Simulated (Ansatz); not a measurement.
# Quasi-harmonic thermodynamics of InPd (Pm-3m)

Aim: the lattice, expansion, heat capacity and bulk modulus of InPd as it warms. The starting cell is a computed one from a database.

Method: DFT PBE, scalar-relativistic, plane waves, PAW, in Ansatz 0.2.0.

**1. Set-up**

It takes space group Pm-3m (No. 221, cubic). Conventional cell: a = 3.272 Å, b = 3.272 Å, c = 3.272 Å, α = 90.00°, β = 90.00°, γ = 90.00°. In has 8 Pd at 2.83 Å nearest. Pd has 8 In at 2.83 Å nearest. Farther neighbours are not listed.

**2. Probe on a coarse mesh**

Before spending time, one coarse run tells the gap and the pressure of the starting cell.

input.yaml reads:

```yaml
crystal:
  lattice:
    - [3.27188478, 0.0, 0.0]
    - [0.0, 3.27188478, 0.0]
    - [0.0, 0.0, 3.27188478]
  atoms:
    - { symbol: In, position: [0.0, 0.0, 0.0] }
    - { symbol: Pd, position: [0.5, 0.5, 0.5] }
kpoints:
  mp_grid: { grid: [6, 6, 6] }
hamiltonian:
  xc: pbe
scf:
  occupations: { method: gaussian, width: 0.1 }
output:
  forces: true
  stress: true
  eigenvalues: true
```

On the command line:

```
$ ansatz run input.yaml --threads 4 --pin off --max-ram 8192MiB --backend cpu --events-out ev --progress --plain --runs-dir out
```

Numbers of over 12 decimals in the logs are rounded to 6 here.

The log of the run:

```text
Engine: ansatz 0.2.0, aarch64-unknown-linux-gnu
Pseudopotentials: kind: paw
Pseudopotential: In, paw, valence charge 13, recommended cutoff 420 eV (normal), In.paw.azcp
Pseudopotential: Pd, paw, valence charge 18, recommended cutoff 420 eV (normal), Pd.paw.azcp
Functional definition: PBE
  parameter kappa = 0.804
  parameter beta = 0.066725
  exchange = pbe_x(kappa = kappa, mu = beta*pi^2/3)
  correlation = pbe_c(beta = beta)
Crystal: 2 atoms, lattice volume = 35.026 Å³
Basis set: ecut = 420 eV, 691 PW (Γ), exchange–correlation on 48×48×48 points (8 copies of the dense FFT grid, shifted against one another)
Bands: 20, of which v1, the nominal top of the filled ones, is band 16 counted from 1 (15 counted from 0)
Symmetry: 48 space group operations
Space group: Pm-3m (ITA 221), of the structure as read, at distance tolerance 3.3e-5 Å
k-points: 20 of 216
Non-local potential: In, projectors of the file, l = 0: 2, l = 1: 2, l = 2: 2, l = 3: 2
Non-local potential: Pd, projectors of the file, l = 0: 2, l = 1: 2, l = 2: 2, l = 3: 1
PAW form: soft (Blöchl's): semilocal exchange-correlation on the pseudo side does not see the compensation charge
PAW one-centre angular grid: In, 590 points (default); XC on 64 Gauss nodes
PAW one-centre angular grid: Pd, 590 points (default); XC on 64 Gauss nodes
Initial density: superposition of atomic densities (neutral atoms: chi_scale 0, normalization atom), corrected by the library's trained network
Initial wavefunctions: pseudopotential atomic-orbital guess
Functional: x = pbe(κ = 0.804, μ = 0.219515), c = pbe(β = 0.066725)
SCF iter   1: F=—  HF=-12571.630823 eV  |F-HF|=—  |Δ(HF+E_count)|=         —  Δρ=1.24e-3  dr2=5.00e-4  ethr=1.77e-3  ⟨swp⟩=5.7  Hψ=1769  notcnv=0
preconditioner: auto → none  [insulator: Δε(μ)=0.201 eV  Ē_g=14.533 eV  σ=0.100 eV  W_gap=0.84  n_scr=6 (ndim 8)  ℏωp=30.1 eV  f_vac=0.000  D(μ)=0.47/eV (n_scr^D=0)  ε∞_Penn≈5.3]
SCF iter   2: F=—  HF=-12571.631300 eV  |F-HF|=—  |Δ(HF+E_count)|=   4.76e-4  Δρ=5.29e-4  dr2=3.63e-5  ethr=1.61e-6  ⟨swp⟩=2.6  Hψ=846  notcnv=0
SCF iter   3: F=—  HF=-12571.631366 eV  |F-HF|=—  |Δ(HF+E_count)|=   6.68e-5  Δρ=2.00e-4  dr2=4.79e-6  ethr=1.17e-7  ⟨swp⟩=2.5  Hψ=575  notcnv=0
SCF iter   4: F=—  HF=-12571.631375 eV  |F-HF|=—  |Δ(HF+E_count)|=   9.06e-6  Δρ=2.33e-5  dr2=1.43e-7  ethr=1.55e-8  ⟨swp⟩=2.1  Hψ=546  notcnv=0
iter 5 did not close the SCF: its close was put off for the readings that it lacked (scf_convergence_deferred on its scf_iter line)
SCF iter   5: F=-12571.631375 eV  HF=-12571.631375 eV  |F-HF|=3.78e-10  |Δ(HF+E_count)|=   9.55e-9  Δρ=5.89e-6  dr2=7.49e-9  ethr=4.63e-10  ⟨swp⟩=2.0  Hψ=620  notcnv=0
SCF iter   6: F=-12571.631376 eV  HF=-12571.631376 eV  |F-HF|=4.91e-11  |Δ(HF+E_count)|=   3.13e-9  Δρ=5.07e-7  dr2=4.35e-11  ethr=2.42e-11  ⟨swp⟩=3.2  Hψ=1372  notcnv=0
SCF 1 converged in 6 iterations: F = -12571.631376 eV  dr2 = 4.35e-11
  greatest PAW one-centre occupation: 0.999 electrons in one spin orbital (limit 2), on the Pd atom at site 1 (counted from 0), in its partial waves of l = 0
SCF converged after 6 iterations
Free energy (F): -12571.631376 eV
Harris-Foulkes:  -12571.631376 eV  (|F-HF|=4.91e-11)
Internal energy: -12571.628974 eV  (E = F + TS)
E sigma→0 (E₀):  -12571.630175 eV
Entropy (-TS):   -0.002401 eV (-1.201 meV/atom)
Fermi energy:    16.782939 eV
--- Per-component energies (eV) ---
  E_band       = -144.617069
  E_kinetic    = 760.363239
  E_local      = -2900.371690  (includes V_loc(G=0)·N_el)
  E_nonlocal   = 585.089344
  E_hartree    = 1179.372534
  E_xc         = -384.953648
  E_vxc        = -312.411384  (∫ρ·V_xc dr)
  E_paw        = -7907.213988  (= ΣΔE_a)
  E_vpaw       = -636.031623  (= ΣTr[D̂ρ^β])
  E_aug_tail   = 0.000244  (compensation charges beyond the density's cutoff)
  E_ewald      = -3903.915009
  E_smearing   = -0.002401  (= −TS)
  E_closure    = -0.000000  (closes the sum)
  Σ components = -12571.631376   (vs F -12571.631376, Δ=0.00e0)
--- Forces (eV/Å), atoms counted from 1 ---
  atom   1  In    -0.00000000     0.00000000     0.00000000
  atom   2  Pd     0.00000000    -0.00000000    -0.00000000
  max |Σ_I F_I| component: 3.57e-29 eV/Å
--- Stress (GPa, compression-positive) ---
        3.940783      -0.000000      -0.000000
        0.000000       3.940783       0.000000
        0.000000       0.000000       3.940783
  P = ⅓ Tr σ = 3.9408 GPa (39.408 kbar)
--- Band table (eV; the first three rows and the last of 20) ---
  k-point 0: bands = [... 12 lower, 14.4418, 14.4418, 14.4418, 20.9823, 20.9823, 20.9823, 26.1650, 27.3267]
  k-point 1: bands = [... 12 lower, 14.1504, 14.1504, 14.4234, 18.6930, 21.8260, 21.8260, 26.6536, 27.1725]
  k-point 2: bands = [... 12 lower, 13.6691, 13.6691, 14.3864, 16.1815, 23.9429, 23.9429, 26.8267, 26.9242]
  k-point 19: bands = [... 12 lower, 15.0514, 15.0514, 16.6985, 20.5432, 20.5432, 20.5432, 21.1440, 21.1440]
```

The job ended after 0.93 s (4 threads of Arm Neoverse V1, shared host; peak memory 0.3 GiB).

Reading the cycles: dr2 is the Hartree energy of the density residual (eV), the measure of convergence; HF is the Harris–Foulkes estimate of the energy, which meets the free energy F at convergence.

Numbers from this step:

```
pressure          : 3.941 GPa
volume per atom   : 17.51 Å³/atom
gap on the k-mesh : 0 eV
```

The start is under 3.9 GPa at this level and looks like a metal on this mesh.

**3. Relaxation**

Phonons are second derivatives about a minimum, so cell and atoms are relaxed first, inside the symmetry of the start.

input.yaml, the sections that differ from step 2:

```yaml
kpoints:
  mp_grid: { grid: [14, 14, 14] }
output:
  forces: true
  stress: true
  eigenvalues: true
  write_density: true
  write_potential: true
  elf: true
  volumetric_format: npy
relax:
  adjacent_minimum: "off"
  f_tol: 0.005
  max_steps: 80
  cell: { stress_tol: 0.05 }
# crystal, hamiltonian, scf: as in step 2
```

The log of the run:

```text
[...]
Crystal: 2 atoms, lattice volume = 35.026 Å³
Basis set: ecut = 420 eV, 691 PW (Γ), exchange–correlation on 48×48×48 points (8 copies of the dense FFT grid, shifted against one another)
Bands: 20, of which v1, the nominal top of the filled ones, is band 16 counted from 1 (15 counted from 0)
Symmetry: 48 space group operations
[...]
k-points: 120 of 2744
[...]
SCF iter   1: F=—  HF=-12571.660264 eV  |F-HF|=—  |Δ(HF+E_count)|=         —  Δρ=1.83e-3  dr2=1.03e-3  ethr=1.77e-3  ⟨swp⟩=5.7  Hψ=10663  notcnv=0
[...]
SCF iter   6: F=-12571.660730 eV  HF=-12571.660730 eV  |F-HF|=1.65e-9  |Δ(HF+E_count)|=   5.95e-9  Δρ=2.88e-6  dr2=1.99e-9  ethr=5.20e-11  ⟨swp⟩=6.1  Hψ=13615  notcnv=0
SCF 1 converged in 6 iterations: F = -12571.660730 eV  dr2 = 1.99e-9
[...]
relax step   1: F+E_penalty+E_count = -12571.66073020 eV  Δ(F+E_penalty+E_count) = +0.000e0 eV  max|allowed force component| = 2.104e-30 eV/Å  Δτ_max = 0.0000 Å  P = +3.644 GPa  Ω = 35.026 Å³  (6 SCF iters, dr2 threshold 1.00e-7 eV, accepted)
Crystal: 2 atoms, lattice volume = 37.532 Å³
Basis set: ecut = 420 eV, 739 PW (Γ), exchange–correlation on 48×48×48 points (8 copies of the dense FFT grid, shifted against one another)
[...]
iter 1 solved again at ethr=1.66e-4 eV; its pass at ethr=3.10e-3 eV (dr2=5.14e-2 eV) is discarded
[...]
SCF iter   6: F=-12571.653810 eV  HF=-12571.653810 eV  |F-HF|=1.66e-9  |Δ(HF+E_count)|=   3.61e-8  Δρ=2.82e-6  dr2=3.12e-9  ethr=4.30e-10  ⟨swp⟩=6.2  Hψ=14522  notcnv=0
SCF 2 converged in 6 iterations: F = -12571.653810 eV  dr2 = 3.12e-9
relax step   2: F+E_penalty+E_count = -12571.65380958 eV  Δ(F+E_penalty+E_count) = +6.921e-3 eV  max|allowed force component| = 2.373e-29 eV/Å  Δτ_max = 0.0000 Å  P = -3.787 GPa  Ω = 37.532 Å³  energy of the carried Pulay correction = -1.194e-3 eV  (6 SCF iters, dr2 threshold 2.00e-7 eV, rejected (line search))
Crystal: 2 atoms, lattice volume = 36.212 Å³
[...]
SCF iter   7: F=-12571.671908 eV  HF=-12571.671908 eV  |F-HF|=7.28e-12  |Δ(HF+E_count)|=  1.09e-11  Δρ=1.90e-7  dr2=9.94e-12  ethr=1.00e-12  ⟨swp⟩=4.3  Hψ=11940  notcnv=0
SCF 3 converged in 7 iterations: F = -12571.671908 eV  dr2 = 9.94e-12
relax step   3: F+E_penalty+E_count = -12571.67190784 eV  Δ(F+E_penalty+E_count) = -1.118e-2 eV  max|allowed force component| = 1.236e-29 eV/Å  Δτ_max = 0.0000 Å  P = -0.314 GPa  Ω = 36.212 Å³  energy of the carried Pulay correction = -5.753e-4 eV  (7 SCF iters, accepted)
[...]
relax step   4: F+E_penalty+E_count = -12571.67205943 eV  Δ(F+E_penalty+E_count) = -1.516e-4 eV  max|allowed force component| = 5.391e-30 eV/Å  Δτ_max = 0.0000 Å  P = -0.007 GPa  Ω = 36.109 Å³  energy of the carried Pulay correction = -5.263e-4 eV  (6 SCF iters, dr2 threshold 2.00e-7 eV, accepted)
[...]
SCF iter   6: F=-12571.672546 eV  HF=-12571.672546 eV  |F-HF|=3.64e-12  |Δ(HF+E_count)|=    0.00e0  Δρ=4.29e-8  dr2=2.89e-13  ethr=1.00e-12  ⟨swp⟩=4.0  Hψ=9706  notcnv=0
SCF 5 converged in 6 iterations: F = -12571.672546 eV  dr2 = 2.89e-13
relax step   5: F+E_penalty+E_count = -12571.67254589 eV  Δ(F+E_penalty+E_count) = -4.865e-4 eV  max|allowed force component| = 6.640e-30 eV/Å  Δτ_max = 0.0000 Å  P = -0.021 GPa  Ω = 36.109 Å³  stress off target by 2.09e-2 GPa  SCF on the basis re-selected at this cell (its energy is not comparable with the rows above)  (6 SCF iters)
basis re-selected at this cell: Δ(F+E_penalty+E_count) = -4.865e-4 eV, ΔP = -0.014 GPa vs the last step (what re-selecting the basis moved, of the pressure what is left beyond the Pulay correction that the steps carried, after the strain that the cell walked since its last selection, with what the two solves' SCF thresholds leave and, on support functions, any second-order correction that the steps lacked; it is no m [...]
SCF converged after 6 iterations
Free energy (F): -12571.672546 eV
[...]
Internal energy: -12571.668479 eV  (E = F + TS)
E sigma→0 (E₀):  -12571.670512 eV
Entropy (-TS):   -0.004067 eV (-2.034 meV/atom)
Fermi energy:    16.135045 eV
[...]
--- Stress (GPa, compression-positive) ---
       -0.020858       0.000000      -0.000000
        0.000000      -0.020858       0.000000
       -0.000000       0.000000      -0.020858
  P = ⅓ Tr σ = -0.0209 GPa (-0.209 kbar)
--- Band table (eV; the first three rows and the last of 120) ---
  k-point 0: bands = [... 12 lower, 13.8924, 13.8924, 13.8924, 20.2774, 20.2774, 20.2774, 25.1257, 26.4737]
  k-point 1: bands = [... 12 lower, 13.8344, 13.8344, 13.8893, 19.6858, 20.4342, 20.4342, 25.4137, 26.4487]
  k-point 2: bands = [... 12 lower, 13.6810, 13.6810, 13.8805, 18.4492, 20.8832, 20.8832, 25.6482, 26.3759]
  k-point 119: bands = [... 12 lower, 14.4806, 14.4806, 15.9052, 19.8596, 19.8596, 19.8596, 20.3802, 20.3802]
--- Relaxed structure (4 steps of the walk, 3 accepted, 1 SCFs on fresh bases) ---
  F+E_penalty+E_count = -12571.67254589 eV   max|allowed force component| = 6.640e-30 eV/Å   (the final SCF, on the basis selected at the relaxed cell)
  cell:  # Å, volume = 36.1092 Å³
    - [3.305264, 0, 0]
    - [0, 3.305264, 0.0]
    - [0, 0.0, 3.305264]
  atoms:
    - { symbol: In, position: [0, 0, 0] }
    - { symbol: Pd, position: [0.5, 0.5, 0.5] }
```

Elapsed: 6.7 s, on 4 threads; peak memory 0.4 GiB.

The steps of the relaxation:

| step | energy less that of the first step (eV) | largest force component (eV/Å) | pressure (GPa) | volume (Å³) |
| --- | --- | --- | --- | --- |
| 1 | 0.0000 | 0.0000 | 3.64 | 35.03 |
| 2 | 0.0069 | 0.0000 | -3.79 | 37.53 |
| 3 | -0.0112 | 0.0000 | -0.31 | 36.21 |
| 4 | -0.0113 | 0.0000 | -0.01 | 36.11 |
| 5* | -0.0118 | 0.0000 | -0.02 | 36.11 |

Relaxation steps marked * repeat the geometry before them on a plane-wave basis chosen anew for their cell, so energy and pressure can jump there. Relaxation step 2 was tried and not accepted.

The run keeps the 48 symmetry operations that it works with, so distortions that break them were not tested.

| conventional cell, symmetrised | before | after | change |
| --- | --- | --- | --- |
| a (Å) | 3.272 | 3.305 | +1.0 % |
| b (Å) | 3.272 | 3.305 | +1.0 % |
| c (Å) | 3.272 | 3.305 | +1.0 % |
| volume (Å³/atom) | 17.51 | 18.05 | +3.1 % |

Final coordinates:

```
In Pd
1.0
     3.30526    0.00000    0.00000
     0.00000    3.30526    0.00000
     0.00000    0.00000    3.30526
In Pd
1 1
Direct
  0.00000 0.00000 0.00000
  0.50000 0.50000 0.50000
```

Numbers from this step:

| Quantity | Value |
| --- | --- |
| pressure | -0.02086 GPa |
| volume per atom | 18.05 Å³/atom |

Electrostatic potential energy in the ac plane at fractional y = 0.500, with atoms of Pd within 0.2 Å of it. With pseudopotentials it is smooth inside the atoms' cores, unlike the true potential.

Values in eV, 14 rows by 14 columns, each cell a mean:
```
 17  17  17  18  18  18  18  18  18  18  18  18  17  17
 17  17  17  17  17  16  15  14  15  16  17  17  17  17
 18  18  17  16  14  10   6   5   7  11  14  16  17  18
 18  18  16  14   7  -4 -12 -14 -11  -1   9  14  17  18
 18  18  15  10  -4 -21 -31 -34 -30 -18  -1  11  16  18
 18  17  14   5 -15 -34 -48 -53 -47 -30 -11   7  15  18
 18  17  14   2 -18 -39 -53 -53 -53 -34 -14   5  14  18
 18  17  14   4 -16 -35 -50 -53 -48 -31 -12   6  15  18
 18  18  15   9  -7 -25 -35 -39 -34 -21  -4  10  16  18
 18  18  16  13   6  -7 -16 -18 -15  -4   7  14  17  18
 18  18  17  16  13   9   4   2   5  10  14  16  17  18
 17  17  17  17  16  15  14  14  14  15  16  17  17  17
 17  17  17  18  18  18  17  17  17  18  18  18  17  17
 17  17  17  18  18  18  18  18  18  18  18  18  17  17
```
Columns run along a (3.3 Å; values clipped at the 3rd and 97th percentile), rows up along c (3.3 Å). Atoms in or near the plane, at fractional coordinates: Pd at (0.50, 0.50).

Valence density in the ac plane at fractional y = 0.500, with atoms of Pd within 0.2 Å of it. It is the smooth field of the valence electrons, not physical close to the nuclei.

Values in e/Å³, 14 rows by 14 columns, each cell a mean:
```
 0  0  0  0  0  0  0  0  0  0  0  0  0  0
 0  0  0  0  0  0  0  0  0  0  0  0  0  0
 0  0  0  0  0  1  1  1  1  0  0  0  0  0
 0  0  0  0  1  1  3  3  2  1  1  0  0  0
 0  0  0  1  2  4  7  8  7  3  1  0  0  0
 0  0  0  1  3  8 11 12 11  7  2  1  0  0
 0  0  0  1  4  9 13 13 12  8  3  1  0  0
 0  0  0  1  3  8 12 13 11  7  3  1  0  0
 0  0  0  1  2  5  8  9  8  4  1  1  0  0
 0  0  0  0  1  2  3  4  3  2  1  0  0  0
 0  0  0  0  0  1  1  1  1  1  0  0  0  0
 0  0  0  0  0  0  0  0  0  0  0  0  0  0
 0  0  0  0  0  0  0  0  0  0  0  0  0  0
 0  0  0  0  0  0  0  0  0  0  0  0  0  0
```
Columns run along a (3.3 Å), rows up along c (3.3 Å). Atoms in or near the plane, at fractional coordinates: Pd at (0.50, 0.50).

ELF in the ac plane at fractional y = 0.500, with atoms of Pd within 0.2 Å of it. It is the smooth field of the valence electrons, not physical close to the nuclei.

Ten even steps from '_' (0.18) to '@' (0.54):
```
::::::::....____________....::::::
::::::....________________....::::
::::......____........____......::
::......__..::==****==::..__......
....____..--**%%@@@@%%**--..____..
________::**@@@@@@@@@@@@**::______
______..==%%@@%%****%%@@%%==..____
______..**@@@@**::::**@@@@**..____
______..**@@@@**::::**@@@@**..____
______..==%%@@%%****%%@@%%==..____
________::**@@@@@@@@@@@@**::______
....____..--**%%@@@@%%**--..____..
::......__..::==****==::..__......
::::......____........____......::
::::::....________________....::::
::::::::....____________....::::::
..::::::::..____________..::::::::
```
Columns run along a (3.3 Å), rows up along c (3.3 Å). Atoms in or near the plane, at fractional coordinates: Pd at (0.50, 0.50).

The relaxation ends with a pressure of -0.02 GPa.

**4. Relaxing to small residual forces and stress**

The relaxation is repeated with tighter thresholds on force and stress, since phonons are sensitive to what is left; a change of mesh or smearing in the input moves the cell too.

input.yaml reads:

```yaml
crystal:
  lattice:
    - [3.3052635958, 0.0, 0.0]
    - [0.0, 3.3052635958, 0.0]
    - [0.0, 0.0, 3.3052635958]
  atoms:
    - { symbol: In, position: [0.0, 0.0, 0.0] }
    - { symbol: Pd, position: [0.5, 0.5, 0.5] }
kpoints:
  mp_grid: { grid: [16, 16, 16] }
hamiltonian:
  xc: pbe
scf:
  occupations: { method: methfessel_paxton, width: 0.2 }
output:
  forces: true
  stress: true
  eigenvalues: true
relax:
  adjacent_minimum: "off"
  f_tol: 0.001
  max_steps: 60
  cell: { stress_tol: 0.01 }
```

The log of the run:

```text
[...]
Crystal: 2 atoms, lattice volume = 36.109 Å³
Basis set: ecut = 420 eV, 739 PW (Γ), exchange–correlation on 48×48×48 points (8 copies of the dense FFT grid, shifted against one another)
Bands: 20, of which v1, the nominal top of the filled ones, is band 16 counted from 1 (15 counted from 0)
Symmetry: 48 space group operations
[...]
k-points: 165 of 4096
[...]
k-point 164: bands = [... 12 lower, 14.4859, 14.4859, 15.9095, 19.8641, 19.8641, 19.8641, 20.3855, 20.3855]
--- Relaxed structure (3 steps of the walk, 2 accepted, 1 SCFs on fresh bases) ---
[...]
cell:  # Å, volume = 36.1023 Å³
    - [3.305052, 0.0, 0.0]
    - [0.0, 3.305052, 0.0]
    - [0.0, 0.0, 3.305052]
  atoms:
    - { symbol: In, position: [0, 0, 0] }
    - { symbol: Pd, position: [0.500000, 0.500000, 0.500000] }
[key lines of the parts left out:]
SCF converged after 4 iterations
Free energy (F): -12571.671607 eV
Fermi energy:    16.124505 eV
P = ⅓ Tr σ = 0.0002 GPa (0.002 kbar)
```

The job ended after 6.4 s (4 threads; peak memory 0.42 GiB; 24 s of CPU time).

Little changed from the start: no atom moved by 0.005 Å and no cell edge by 0.1 %.

Numbers from this step:

```
pressure : 1.69e-4 GPa
```

The residual pressure is 1.7e-4 GPa, small enough for phonons.

**5. A faulty attempt**

This input was changed on purpose, to see how the program answers.

input.yaml reads:

```yaml
crystal:
  lattice:
    - [3.3050521855, 0.0, 0.0]
    - [0.0, 3.3050521855, 0.0]
    - [0.0, 0.0, 3.3050521855]
  atoms:
    - { symbol: In, position: [0.0, 0.0, 0.0] }
    - { symbol: Pd, position: [0.5, 0.5, 0.5] }
kpoints:
  mp_grid: { grid: [17, 17, 17] }
hamiltonian:
  xc: pbe
scf:
  occupations: { method: methfessel_paxton, width: 0.2 }
  max_iter: 60
output:
  eigenvalues: true
phonons:
  supercell: [2, 2, 2]
  thermal_expansion: {}
```

The log of the run:

```text
Error: 3 input errors — fix all and re-run
  1. invalid value for `phonons.supercell`: axis 0: the count 2 must divide kpoints.mp_grid.grid dimension 17 — the displaced supercells solve the k-mesh folded onto them, whose points must be the deck's own; the next dimension that the batch's repeats divide is 18
  2. invalid value for `phonons.supercell`: axis 1: the count 2 must divide kpoints.mp_grid.grid dimension 17 — the displaced supercells solve the k-mesh folded onto them, whose points must be the deck's own; the next dimension that the batch's repeats divide is 18
  3. invalid value for `phonons.supercell`: axis 2: the count 2 must divide kpoints.mp_grid.grid dimension 17 — the displaced supercells solve the k-mesh folded onto them, whose points must be the deck's own; the next dimension that the batch's repeats divide is 18
```

Elapsed: 0.02 s, on 4 threads; peak memory 0.031 GiB.

The program refused the input before any cycle.

The program's message: “Error: 3 input errors — fix all and re-run
  1. invalid value for `phonons.supercell`: axis 0: the count 2 must divide kpoints.mp_grid.grid dimension 17 — the displaced supercells solve the k-mesh fol …”

The fault put into the input: a k mesh that the supercell doesn't divide.

[end of part 1 of 2]

[Logs are printed without paths, hosts, clocks, repeated set-up lines and the standing remarks that a program may print on its own settings, such as how far it seeks lower states.]

[Hosts, paths, dates, database ids (printed as entryN), source tags and the programs' standing remarks are cut or masked in the printed files.]

[A step with changed settings may run another functional than the one named; its input shows which.]
